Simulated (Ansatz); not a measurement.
# Ni wire along [111], 13 atoms a period: bands along the axis, part 2 of 2

What gap, if any, does the Ni wire along [111], 13 atoms a period have, and how many channels would it open?

Ansatz 0.2.0; DFT PBE, plane waves, PAW; relaxation of a wire's period; PAW set soft_1 (the session's first sound run).

So far: The starting structure; The relaxed wire.

## 2. The relaxed wire (continued)

Step by step:

```
step  energy less that of the first step (eV)  largest force component (eV/Å)  pressure (GPa)  volume (Å³)
   1                                   0.0000                          1.2203           -2.61       797.86
   2                                  -0.7450                          0.6237           -1.38       780.27
   3                                  -0.9540                          0.2642            0.54       755.51
   4                                  -0.9811                          0.0542           -0.09       760.10
   5                                  -0.9824                          0.0020            0.01       759.16
  6*                                  -0.9760                          0.0015            0.02       759.16
```

Relaxation steps marked * repeat the geometry before them on a plane-wave basis chosen anew for their cell, so energy and pressure can jump there.

The run keeps the 4 symmetry operations that it works with, so distortions that break them were not tested.

```
cell as run  before  after  change
      c (Å)   6.097  5.801  -4.9 %
```

The atoms that moved most (Å, along periodic axes as changes of fractional coordinates times the final cell, across vacuum about the mean position):

```
atom      dx      dy      dz  length
Ni12  -0.058   0.103  -0.001   0.119
Ni11   0.058   0.103  -0.001   0.119
 Ni4  -0.058  -0.103   0.001   0.119
 Ni2   0.058  -0.103   0.001   0.119
Ni13  -0.118   0.000   0.000   0.118
 Ni1   0.118   0.000   0.000   0.118
 Ni9   0.000   0.042  -0.027   0.049
 Ni6   0.000  -0.042   0.027   0.049
```

Final coordinates:

```cif
data_structure
_symmetry_space_group_name_H-M 'P 1'
_symmetry_Int_Tables_number 1
_cell_length_a 11.7780
_cell_length_b 11.1110
_cell_length_c 5.8011
_cell_angle_alpha 90.000
_cell_angle_beta 90.000
_cell_angle_gamma 90.000
_cell_volume 759.16
loop_
_atom_site_label
_atom_site_type_symbol
_atom_site_fract_x
_atom_site_fract_y
_atom_site_fract_z
_atom_site_occupancy
Ni1 Ni 0.29871 0.50000 0.00000 1
Ni2 Ni 0.39928 0.68471 0.00012 1
Ni3 Ni 0.50000 0.50000 0.00000 1
Ni4 Ni 0.60072 0.68471 0.00012 1
Ni5 Ni 0.39734 0.43719 0.33794 1
Ni6 Ni 0.50000 0.62560 0.33798 1
Ni7 Ni 0.60266 0.43719 0.33794 1
Ni8 Ni 0.39734 0.56281 0.66206 1
Ni9 Ni 0.50000 0.37440 0.66202 1
Ni10 Ni 0.60266 0.56281 0.66206 1
Ni11 Ni 0.39928 0.31529 0.99988 1
Ni12 Ni 0.60072 0.31529 0.99988 1
Ni13 Ni 0.70129 0.50000 0.00000 1
```

This step gave:

```
energy at zero smearing    : -75899.0929 eV
total moment               : 8.276 μB
absolute moment            : 9.656 μB
cell length along the wire : 5.801 Å
```

Site moment by atom:

```
atom  site moment (μB)
 Ni1             0.694
 Ni2             0.691
 Ni3             0.306
 Ni4             0.691
 Ni5             0.719
 Ni6             0.717
 Ni7             0.719
 Ni8             0.719
 Ni9             0.717
Ni10             0.719
Ni11             0.691
Ni12             0.691
Ni13             0.694
```

The cell's length comes to 5.801 Å with an absolute moment of 9.66 μB a cell.

## 3. The perfect wire

This step: DFT PBE, plane waves, PAW; bands of a perfect wire; PAW set soft_1 (Ansatz 0.2.0).

At the relaxed period the bands are computed along the axis; those that cross an energy going forward count the channels that a perfect wire would open there.

Input file input.yaml:

```yaml
crystal:
  lattice:
    - [11.778, 0.0, 0.0]
    - [0.0, 11.111, 0.0]
    - [0.0, 0.0, 5.8010620094]
  atoms:
    - { symbol: Ni, position: [0.298706366, 0.5, 0.0], spin: 0.69 }
    - { symbol: Ni, position: [0.399281052, 0.684709866, 0.00012178], spin: 0.69 }
    - { symbol: Ni, position: [0.5, 0.5, 0.0], spin: 0.31 }
    - { symbol: Ni, position: [0.600718948, 0.684709866, 0.00012178], spin: 0.69 }
    - { symbol: Ni, position: [0.397341513, 0.437192376, 0.337943942], spin: 0.72 }
    - { symbol: Ni, position: [0.5, 0.625597804, 0.337976831], spin: 0.72 }
    - { symbol: Ni, position: [0.602658487, 0.437192376, 0.337943942], spin: 0.72 }
    - { symbol: Ni, position: [0.397341513, 0.562807624, 0.662056058], spin: 0.72 }
    - { symbol: Ni, position: [0.5, 0.374402196, 0.662023169], spin: 0.72 }
    - { symbol: Ni, position: [0.602658487, 0.562807624, 0.662056058], spin: 0.72 }
    - { symbol: Ni, position: [0.399281052, 0.315290134, 0.99987822], spin: 0.69 }
    - { symbol: Ni, position: [0.600718948, 0.315290134, 0.99987822], spin: 0.69 }
    - { symbol: Ni, position: [0.701293634, 0.5, 0.0], spin: 0.69 }
magnetization:
  spin_polarized: true
kpoints:
  mp_grid: { grid: [1, 1, 14] }
  band_path: { path: ["Γ", Z], npoints: 90 }
scf:
  occupations: { method: fermi_dirac, width: 0.05 }
hamiltonian:
  xc: pbe
  pseudopotentials: { kind: paw, azcp: { folder: soft_1 } }
output:
  dos: { e_range: [-5, 4] }
  write_potential: true
  write_density: true
  volumetric_format: npy
```

Run with:

```sh
> ansatz run input.yaml --threads 4 --pin off --max-ram 16384MiB --backend cpu --events-out ev --progress --plain --runs-dir out
```

Numbers of over 12 decimals in the logs are rounded to 6 here.

The log of the run:

```text
[...]
Crystal: 13 atoms, lattice volume = 759.158 Å³
Basis set: ecut = 420 eV, 14845 PW (Γ)
Bands: 146, of which v1, the nominal top of the filled ones, is band 117 counted from 1 (116 counted from 0)
Symmetry: 4 space group operations
[...]
k-points: 8 of 14
[...]
Starting moments: Σ|m| = 8.77 μB on 13 of 13 sites
[...]
SCF iter   1: F=—  HF=-75884.725657 eV  |F-HF|=—  |Δ(HF+E_count)|=         —  Δρ=2.78e-2 (↑2.78e-2 ↓1.54e-2)  dr2=3.00e1  dr2_m=1.54e0  M=9.786 μB ∫|m|=10.335 μB  β_m=0.30  ethr=3.10e-3  ⟨swp⟩=8.2  Hψ=11596  notcnv=0  defer=100
[...]
SCF iter  16: F=-75899.186898 eV  HF=-75899.186898 eV  |F-HF|=2.86e-8  |Δ(HF+E_count)|=   9.97e-9  Δρ=1.76e-6 (↑6.25e-7 ↓1.76e-6)  dr2=2.89e-8  dr2_m=3.69e-9  M=8.276 μB ∫|m|=9.646 μB  ethr=1.27e-11  ⟨swp⟩=12.4  Hψ=10117  notcnv=0
SCF 1 converged in 16 iterations: F = -75899.186898 eV  dr2 = 2.89e-8
[...]
WARN: The output density's exchange-correlation potential varies sharply where the density is thin. Do not read a vacuum level from v_tot or v_xc, or from such a field of the output density. On a cell that repeats whose density bears no net charge and no dipole along the vacuum's axis use v_es (v_loc + v_h of the components); under efield.dipole_correction with no amplitude use v_es + v_field, which holds any externa [...]
NSCF: frozen V_eff on 91 k-points
SCF converged after 16 iterations
Magnetization: 8.2761 μB (121.1381 up, 112.8619 down)
Absolute magnetization: 9.6565 μB (∫|ρ↑−ρ↓|, with the PAW one-centre terms)
[...]
Per-site moments (μB) at R_I (Å): [(0.694037, 0.977476), (0.691342, 0.977476), (0.306089, 0.977826), (0.691342, 0.977476), (0.718735, 0.965911), (0.717253, 0.965911), (0.718735, 0.965911), (0.718735, 0.965911), (0.717253, 0.965911), (0.718735, 0.965911), (0.691342, 0.977476), (0.691342, 0.977476), (0.694037, 0.977476)]
Free energy (F): -75899.186898 eV
[...]
Internal energy: -75898.999004 eV  (E = F + TS)
E sigma→0 (E₀):  -75899.092951 eV
Entropy (-TS):   -0.187894 eV (-14.453 meV/atom)
Fermi energy:    0.093122 eV
[...]
--- Band table (eV; the first three rows and the last of 16) ---
  k-point 0 ↑: bands = [... 113 lower, -0.5912, -0.5910, -0.5710, -0.4975, -0.4971, -0.4292, -0.2869, -0.1469, ... 25 higher]
  k-point 1 ↑: bands = [... 113 lower, -0.5901, -0.5898, -0.5729, -0.5011, -0.5007, -0.4546, -0.2535, -0.2465, ... 25 higher]
  k-point 2 ↑: bands = [... 113 lower, -0.5868, -0.5865, -0.5805, -0.5116, -0.5113, -0.4952, -0.3826, -0.1890, ... 25 higher]
  k-point 7 ↓: bands = [... 113 lower, 0.2075, 0.2273, 0.2439, 0.2445, 0.2487, 0.2516, 0.3503, 0.5211, ... 25 higher]
```

Run time: 2.5 min. Hardware: 4 threads of Intel Xeon Platinum 8488C (Sapphire Rapids), shared host; peak memory 8.4 GiB.

Reading the cycles: dr2 is the Hartree energy of the density residual (eV), the measure of convergence; HF is the Harris–Foulkes estimate of the energy, which meets the free energy F at convergence.

Numbers from this step:

| Quantity | Value |
| --- | --- |
| energy at zero smearing | -75899.0930 eV |
| band gap | 0 eV |

Between Γ and Z the bands cross the Fermi level 2 times, so a perfect wire would conduct at least 1 G₀, with an absolute moment of 9.66 μB a cell.

## 4. Results

```json
{"cell length, PBE": "5.801 Å", "absolute moment, PBE": "9.66 μB", "ballistic conductance by band crossings, a lower bound, PBE": "1 G₀"}
```

In words: Under PBE the cell's length is 5.80 Å, the absolute moment is 9.66 μB a cell, and the bands cross the Fermi level 2 times between Γ and Z, which gives a perfect wire at least 1 G₀ (opposite crossings within one step of the path cancel in such a count). In the perfect wire the moments were started parallel, and no opposed start was run. No search over magnetic orders was made; another may lie lower.

[Logs are printed without paths, hosts, clocks, repeated set-up lines and the standing remarks that a program may print on its own settings, such as how far it seeks lower states.]

[Hosts, paths, dates, database ids (printed as entryN), source tags and the programs' standing remarks are cut or masked in the printed files.]
